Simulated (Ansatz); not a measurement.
# How germanene hexagonal flake, H-capped, Sn on Ge sites changes with radius

How do forces, levels, charges and cost change as the structure grows and the share of atoms at its surface or edge shifts?

Computed with Ansatz 0.2.0: Kohn-Sham DFT, PBE, PAW (set soft_2). Every run is a single point, with the atoms held where the recipe put them (cutoff of the plane-wave runs 420 eV, gaussian smearing of 0.05 eV).

First member: germanene (a = 4.03 Å), rectangular cell with x along the armchair direction; hexagon of inner radius 7.5 Å, edges capped with H, 12 Å of vacuum, 5 of 24 Ge replaced by Sn at random; not relaxed, displaced by a Gaussian of 0.02 Å.

Last member: germanene (a = 4.03 Å), rectangular cell with x along the armchair direction; hexagon of inner radius 13 Å, edges capped with H, 12 Å of vacuum, 15 of 84 Ge replaced by Sn at random; not relaxed, displaced by a Gaussian of 0.02 Å.

The members:

| radius (Å) | reduced formula | atoms | valence electrons | k-mesh | basis |
| --- | --- | --- | --- | --- | --- |
| 7.5 | Sn5Ge19H12 | 36 | 348 | 1×1×1 | plane waves |
| 9 | Sn4Ge17H9 | 60 | 606 | 1×1×1 | plane waves |
| 11 | Sn5Ge22H9 | 72 | 774 | 1×1×1 | plane waves |
| 13 | Sn5Ge23H8 | 108 | 1200 | 1×1×1 | plane waves |

The input of the first member, without its atom lines; other members have their own cell and atoms, and may differ in mesh, basis and outputs:

```yaml
crystal:
  lattice:
    - [26.57074, 0.0, 0.0]
    - [0.0, 26.63363, 0.0]
    - [0.0, 0.0, 12.68]
  atoms:
    [... 36 lines ...]
kpoints:
  mp_grid: { grid: [1, 1, 1] }
hamiltonian:
  xc: pbe
scf:
  occupations: { method: gaussian, width: 0.05 }
output:
  forces: true
  populations: true
  dos:
    method: { smearing: { sigma: 0.1 } }
    de: 0.1
    projected:
      site_lists:
        Ge: [Ge]
        H: [H]
        Sn: [Sn]
        sheet: [0, 1, 2, 3, 4, 5, 6, 7, 8, 9, 10, 11, 12, 13, 14, 15, 16, 17, 18, 19, 20, 21, 22, 23]
        hydrogen: [24, 25, 26, 27, 28, 29, 30, 31, 32, 33, 34, 35]
  eigenvalues: true
```

Predict the trends along the series.

Results; charges are mean Löwdin charges in e:

| radius (Å) | r.m.s. force (eV/Å) | gap (eV) | q(Sn) | q(Ge) | q(H) |
| --- | --- | --- | --- | --- | --- |
| 7.5 | 1.11 | 1.04 | +0.28 | +0.03 | -0.05 |
| 9 | 1.03 | 0.87 | +0.25 | +0.03 | -0.04 |
| 11 | 0.979 | 0.648 | +0.26 | +0.02 | -0.03 |
| 13 | 1.04 | 0.595 | +0.30 | +0.01 | -0.04 |

The gap is that between the highest filled and lowest empty Kohn-Sham level on the run's k-points; surface or edge levels can set it, and semilocal functionals tend to put gaps under measured ones. The projection misses up to 0.037 e an atom, so the charges add up to more than the cell's charge. Löwdin charges hang on the projection basis and can even invert the polarity of covalent bonds. Each mean runs over all atoms of an element, whatever their surroundings.

Bonds in each cell, which the recipe sets and DFT didn't move; cutoffs follow each cell's own g(r) within set bounds (mean length in Å, and neighbours of the second kind about the first):

| radius (Å) | Ge-Ge length | Ge-Ge count | Ge-H length | Ge-H count |
| --- | --- | --- | --- | --- |
| 7.5 | 2.421 | 2.21 | 1.546 | 0.42 |
| 9 | 2.424 | 2.23 | 1.517 | 0.41 |
| 11 | 2.419 | 2.23 | 1.517 | 0.34 |
| 13 | 2.425 | 2.26 | 1.528 | 0.26 |

Cost on 1 × NVIDIA GB200 with 32 threads of Arm Neoverse V2, shared host:

| radius (Å) | atoms | basis | k-mesh | SCF cycles | time | host memory (GiB) | planned on the GPU (GiB) | Δ force from the first basis (meV/Å) |
| --- | --- | --- | --- | --- | --- | --- | --- | --- |
| 7.5 | 36 | plane waves | 1×1×1 | 11 | 3 s | 2.4 | 8.4 | - |
| 7.5 | 36 | support functions | 1×1×1 | 14 | 4.2 s | 2.7 | 6.5 | 2.3 |
| 9 | 60 | plane waves | 1×1×1 | 12 | 4.6 s | 3.3 | 16 | - |
| 9 | 60 | support functions | 1×1×1 | 14 | 4.7 s | 3.6 | 9.1 | 2.1 |
| 11 | 72 | plane waves | 1×1×1 | 13 | 5.9 s | 3.8 | 20 | - |
| 11 | 72 | support functions | 1×1×1 | 15 | 5.5 s | 4.0 | 10 | 1.8 |
| 13 | 108 | plane waves | 1×1×1 | 15 | 10 s | 5.2 | 35 | - |
| 13 | 108 | support functions | 1×1×1 | 15 | 7.2 s | 4.8 | 14 | 1.8 |

Times include the outputs that each run asked for, on hosts shared with other jobs.

**Reading.** The gap goes steadily from 1.04 eV at 7.5 to 0.595 eV at 13 Å. The mean charge on Sn is lowest at 9 Å (+0.25 e) and highest at 13 Å (+0.30 e), with no steady trend. Support functions take 1.4 times the wall time of plane waves at 36 atoms and 0.69 times at 108 (the times hold unlike extra outputs). The composition changes with the cut, as the formulas show, and that bears on charges and levels too.

Caveats: The runs have no spin polarisation, so any moments at edges, vacancies or dangling bonds can't form in them. Beside vacuum, support functions can miss their usual error bounds without a warning. The random displacements of the recipe add to the forces of every member.

[Logs are printed without paths, hosts, clocks, repeated set-up lines and the standing remarks that a program may print on its own settings, such as how far it seeks lower states.]

[Hosts, paths, dates, database ids (printed as entryN), source tags and the programs' standing remarks are cut or masked in the printed files.]
